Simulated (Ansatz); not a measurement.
# CuRhSeO (built on the sites of a database entry of CuRhO2): from the cell to its phonons, part 2 of 2

How does CuRhSeO (built on the sites of a database entry of CuRhO2) vibrate, and is this structure a minimum?

Ansatz 0.2.0; DFT PBEsol, scalar-relativistic, plane waves, PAW.

So far. Step 4 (Tight relaxation): The largest force component left is 0.90 meV/Å and the pressure is 0.008 GPa, within the tolerances set. The cell now holds 15.85 Å³/atom. The relaxed cell has a = 3.413, c = 18.850 Å (conventional setting).

The structure was built from a prototype and need not be the compound's stable phase.

## Step 5: Modes at Γ

The zone centre is the only wavevector solved here; it holds the modes that light can see, as far as symmetry allows. The response to a homogeneous field gives the Born charges and the dielectric tensor, and its change with displacement the Raman tensors.

Input file input.yaml:

```yaml
crystal:
  lattice:
    - [1.7064332035, 0.9852096694, 6.2832333542]
    - [-1.7064332035, 0.9852096694, 6.2832333542]
    - [0.0, -1.9704193388, 6.2832333542]
  atoms:
    - { symbol: Cu, position: [0.0102210348, 0.0102210348, 0.0102210348] }
    - { symbol: Rh, position: [0.4925944177, 0.4925944177, 0.4925944177] }
    - { symbol: O, position: [0.1052586302, 0.1052586302, 0.1052586302] }
    - { symbol: Se, position: [0.8919259173, 0.8919259173, 0.8919259173] }
kpoints:
  mp_grid: { grid: [9, 9, 9] }
hamiltonian:
  xc: pbesol
scf:
  occupations: { method: fixed }
output:
  eigenvalues: true
phonons:
  method: dfpt
  dielectric: true
  rigid_motions: translations
  raman: true
```

Launch:

```
ansatz run input.yaml --threads 8 --pin off --max-ram 14336MiB --backend cpu --events-out ev --progress --plain --runs-dir out
```

Wall time 13 min (8 threads of AMD EPYC 7R43, shared host); peak memory 3.5 GiB; 1.6 h of CPU time.

Numbers from this step:

```
sum-rule residual before enforcement                    : 7.33e-5 eV/Å²
miss of the charge sum rule                             : 0.005890 e
estimated error of the dielectric tensor                : 0.05561
estimated error of the Born charges                     : 0.02400 e
point group                                             : 3m
highest optical mode at the zone centre (no LO-TO term) : 648.6 cm⁻¹
lowest optical zone-centre mode                         : 101.8 cm⁻¹
mean high-frequency dielectric constant                 : 14.42
largest Born charge (third of the trace)                : -2.559 e
mean static dielectric constant                         : 18.61
top of the zone-centre spectrum with the field          : 660.5 cm⁻¹
```

Without the LO-TO term. Patterns of degenerate modes are one choice out of their space. Modes at Γ, with each element's share of the kinetic energy:

| mode | frequency (cm⁻¹) | symmetry | Cu % | Rh % | O % | Se % |
| --- | --- | --- | --- | --- | --- | --- |
| 1 | 0.0 | acoustic | 24 | 39 | 6 | 30 |
| 2 | 0.0 | acoustic | 24 | 39 | 6 | 30 |
| 3 | 0.0 | acoustic | 24 | 39 | 6 | 30 |
| 4 | 101.8 | E | 74 | 16 | 0 | 10 |
| 5 | 101.8 | E | 74 | 16 | 0 | 10 |
| 6 | 259.1 | E | 0 | 19 | 31 | 49 |
| 7 | 259.1 | E | 0 | 19 | 31 | 49 |
| 8 | 263.6 | A1 | 54 | 41 | 5 | 0 |
| 9 | 332.2 | A1 | 8 | 19 | 4 | 70 |
| 10 | 361.8 | E | 1 | 26 | 63 | 10 |
| 11 | 361.8 | E | 1 | 26 | 63 | 10 |
| 12 | 648.6 | A1 | 14 | 1 | 85 | 0 |

Displacements in mode 4 (101.8 cm⁻¹), the largest set to 1:
```
Cu1  1.00  0.04  0.00
Rh2 -0.36 -0.01  0.00
O3  -0.02  0.00  0.00
Se4 -0.33 -0.01  0.00
```

Displacements in mode 12 (648.6 cm⁻¹), the largest set to 1:
```
Cu1  0.00  0.00 -0.20
Rh2  0.00  0.00 -0.04
O3   0.00  0.00  1.00
Se4  0.00  0.00  0.02
```

Optical modes at the zone centre, without and with the macroscopic field of the longitudinal modes; each column is sorted by frequency, so a row need not hold one and the same mode. Modes with and without the field, by row:

| rank among optical modes | no field (cm⁻¹) | q along (1, 0, 0) (cm⁻¹) | q along (0, 0, 1) (cm⁻¹) |
| --- | --- | --- | --- |
| 1 | 101.8 | 101.8 | 101.8 |
| 2 | 101.8 | 105.4 | 101.8 |
| 3 | 259.1 | 259.1 | 259.1 |
| 4 | 259.1 | 263.6 | 259.1 |
| 5 | 263.6 | 276.7 | 263.6 |
| 6 | 332.2 | 332.2 | 335.2 |
| 7 | 361.8 | 361.8 | 361.8 |
| 8 | 361.8 | 386.4 | 361.8 |
| 9 | 648.6 | 648.6 | 660.5 |

Born charge (rows field, columns displacement) (e), principal values of the symmetric part by kind of site:

| atom | atoms with these values | low | middle | high | mean |
| --- | --- | --- | --- | --- | --- |
| Cu1 | 1 | -0.29 | -0.29 | 0.96 | 0.13 |
| Rh2 | 1 | -0.19 | 1.27 | 1.27 | 0.78 |
| O3 | 1 | -2.81 | -2.81 | -2.05 | -2.56 |
| Se4 | 1 | 1.28 | 1.83 | 1.83 | 1.65 |

In full for O3:

```
-2.81  0.00  0.00
 0.00 -2.81  0.00
 0.00  0.00 -2.05
```

High-frequency dielectric tensor:

```
15.03  0.00  0.00
 0.00 15.03  0.00
 0.00  0.00 13.19
```

Static dielectric tensor (ions relaxed, fixed cell):

```
20.95  0.00  0.00
 0.00 20.95  0.00
 0.00  0.00 13.94
```

Transverse modes. Lines of the infrared spectrum (strongest = 100):

| position (cm⁻¹) | label | relative intensity |
| --- | --- | --- |
| 102 | E | 6.4 |
| 259 | E | 77 |
| 264 | A1 | 0.1 |
| 332 | A1 | 6.1 |
| 362 | E | 100 |
| 649 | A1 | 44 |

Activity x (w_L - w)^4 (n + 1)/w, 532 nm, 300 K; the tensors are static ones, while 532 nm light lies above the computed direct gap, where resonance would change the heights; modes without the macroscopic field alone. Lines of the Raman spectrum (strongest = 100):

| position (cm⁻¹) | label | relative intensity |
| --- | --- | --- |
| 102 | E | 2.5 |
| 259 | E | 73 |
| 264 | A1 | 40 |
| 332 | A1 | 100 |
| 362 | E | 1.0 |
| 649 | A1 | 10 |

Static second-order susceptibility (pm/V), twice the coefficient d of second-harmonic generation. Second order susceptibility, by row:

| field along | xx | yy | zz | yz | xz | xy |
| --- | --- | --- | --- | --- | --- | --- |
| x | 0 | 0 | 0 | 0 | 271 | -317.1 |
| y | -317.1 | 317.1 | 0 | 271 | 0 | 0 |
| z | 271 | 271 | 854 | 0 | 0 | 0 |

Before it was imposed, the acoustic sum rule was missed by 7.3e-5 eV/Å² and the charge sum rule by 0.0059 e. Small misses are needed for a sound result but don't prove that mesh and cutoff are converged. The lowest optical mode is real, 102 cm⁻¹.

The log warns of the k mesh: “the force constants stand on the 9×9×9 k-mesh, whose period is 12.48 times the interband length at k = (0.0000, 0.3333, 0.3333), direct gap 0.984 eV, under 14: take them and everything formed from them as unconverged”.

## Step 6: Another isotope, element Cu, natural mass 63.546 amu

An isotope changes the mass and not the force constants, so no new electronic calculation is needed; the shifts show which modes move this element.

The same force constants with the mass of Cu changed from 63.546 to 64.928 u (phonopy, no LO-TO term). Both lists are sorted by frequency; levels can cross, so a row need not hold one and the same mode. Modes under 3 cm⁻¹ are left out. Isotope shifts, by row:

| q | rank | natural mass (cm⁻¹) | changed mass (cm⁻¹) |
| --- | --- | --- | --- |
| 0 0 0 | 4 | 101.8 | 101 |
| 0 0 0 | 5 | 101.8 | 101 |
| 0 0 0 | 6 | 259.1 | 259.1 |
| 0 0 0 | 7 | 259.1 | 259.1 |
| 0 0 0 | 8 | 263.6 | 262 |
| 0 0 0 | 9 | 332.2 | 331.9 |
| 0 0 0 | 10 | 361.8 | 361.7 |
| 0 0 0 | 11 | 361.8 | 361.7 |
| 0 0 0 | 12 | 648.6 | 647.6 |

A mode of this element alone would shift by -1.07 %. The highest zone-centre frequency without the field goes from 648.6 to 647.6 cm⁻¹ (-0.1 %). The product of the frequency ratios over all optical modes at Γ is 0.976; the product rule, (m/m′)^(3k/2) (M′/M)^(3/2) with k = 1 such atoms and M the mass of the cell, gives 0.976.

## Step 7: Another isotope, element O, natural mass 15.999 amu

The same for O, from 16.00 to 18.00 u.

The same force constants with the mass of O changed from 15.999 to 17.999 u (phonopy, no LO-TO term). Both lists are sorted by frequency; levels can cross, so a row need not hold one and the same mode. Modes under 3 cm⁻¹ are left out. Isotope shifts, by row:

| q | rank | natural mass (cm⁻¹) | changed mass (cm⁻¹) |
| --- | --- | --- | --- |
| 0 0 0 | 4 | 101.8 | 101.8 |
| 0 0 0 | 5 | 101.8 | 101.8 |
| 0 0 0 | 6 | 259.1 | 253.8 |
| 0 0 0 | 7 | 259.1 | 253.8 |
| 0 0 0 | 8 | 263.6 | 262.7 |
| 0 0 0 | 9 | 332.2 | 331.4 |
| 0 0 0 | 10 | 361.8 | 349.5 |
| 0 0 0 | 11 | 361.8 | 349.5 |
| 0 0 0 | 12 | 648.6 | 617.2 |

A mode of this element alone would shift by -5.72 %. The highest zone-centre frequency without the field goes from 648.6 to 617.2 cm⁻¹ (-4.8 %). The product of the frequency ratios over all optical modes at Γ is 0.848; the product rule, (m/m′)^(3k/2) (M′/M)^(3/2) with k = 1 such atoms and M the mass of the cell, gives 0.848.

## Step 8: Isotope substitution, element Se, natural mass 78.971 amu

The same for Se, from 78.97 to 81.92 u.

The same force constants with the mass of Se changed from 78.971 to 81.917 u (phonopy, no LO-TO term). Both lists are sorted by frequency; levels can cross, so a row need not hold one and the same mode. Modes under 3 cm⁻¹ are left out. Isotope shifts, by row:

| q | rank | natural mass (cm⁻¹) | changed mass (cm⁻¹) |
| --- | --- | --- | --- |
| 0 0 0 | 4 | 101.8 | 101.7 |
| 0 0 0 | 5 | 101.8 | 101.7 |
| 0 0 0 | 6 | 259.1 | 256.8 |
| 0 0 0 | 7 | 259.1 | 256.8 |
| 0 0 0 | 8 | 263.6 | 263.6 |
| 0 0 0 | 9 | 332.2 | 328 |
| 0 0 0 | 10 | 361.8 | 361.1 |
| 0 0 0 | 11 | 361.8 | 361.1 |
| 0 0 0 | 12 | 648.6 | 648.6 |

A mode of this element alone would shift by -1.81 %. The highest zone-centre frequency without the field goes from 648.6 to 648.6 cm⁻¹ (-0.0 %). The product of the frequency ratios over all optical modes at Γ is 0.963; the product rule, (m/m′)^(3k/2) (M′/M)^(3/2) with k = 1 such atoms and M the mass of the cell, gives 0.963.

## Step 9: Results

| Quantity | Value |
| --- | --- |
| space group after relaxation (within 0.01 Å) | R3m |
| volume per atom | 15.8 Å³ |
| gap on the k-mesh | 0.753 eV |
| highest optical mode at the zone centre (no LO-TO term) | 649 cm⁻¹ |
| top of the zone-centre spectrum with the field | 660 cm⁻¹ |
| lowest optical zone-centre mode | 102 cm⁻¹ |
| mean high-frequency dielectric constant | 14.4 |
| mean static dielectric constant | 18.6 |
| largest Born charge (third of the trace) | -2.56 e |
| imaginary modes at Γ (the only wavevector solved) | none |

The structure is stable against zone-centre distortions, since no mode there is imaginary; other wavevectors were not solved, so zone-boundary instabilities are untested. Without the field, the optical modes at Γ span 102 to 649 cm⁻¹. No dispersion was computed. The highest mode in this list at Γ, 648.6 cm⁻¹, is mostly motion of O (85 % of the kinetic energy). With the macroscopic field of the longitudinal modes the top of the zone-centre spectrum lies at 660 cm⁻¹, against 649 cm⁻¹ without it. Lattice motion raises the mean dielectric constant from 14.42 to 18.61. The strongest infrared line is at 362 cm⁻¹. Averaged over orientations, the strongest Raman line at 532 nm and 300 K is at 332 cm⁻¹, among the modes without the field; their longitudinal partners can be Raman active too. The tensors are the static, non-resonant ones, while 532 nm light (2.33 eV) lies above the computed gap. With the field response the log warns that the k mesh is coarse for the force constants too, so the frequencies may not be converged. The starting cell was built on a prototype and not taken from a measurement, so the phase need not exist. These are harmonic frequencies at zero temperature: anharmonic shifts, linewidths and thermal expansion are left out.

[Logs are printed without paths, hosts, clocks, repeated set-up lines and the standing remarks that a program may print on its own settings, such as how far it seeks lower states.]

[Hosts, paths, dates, database ids (printed as entryN), source tags and the programs' standing remarks are cut or masked in the printed files.]
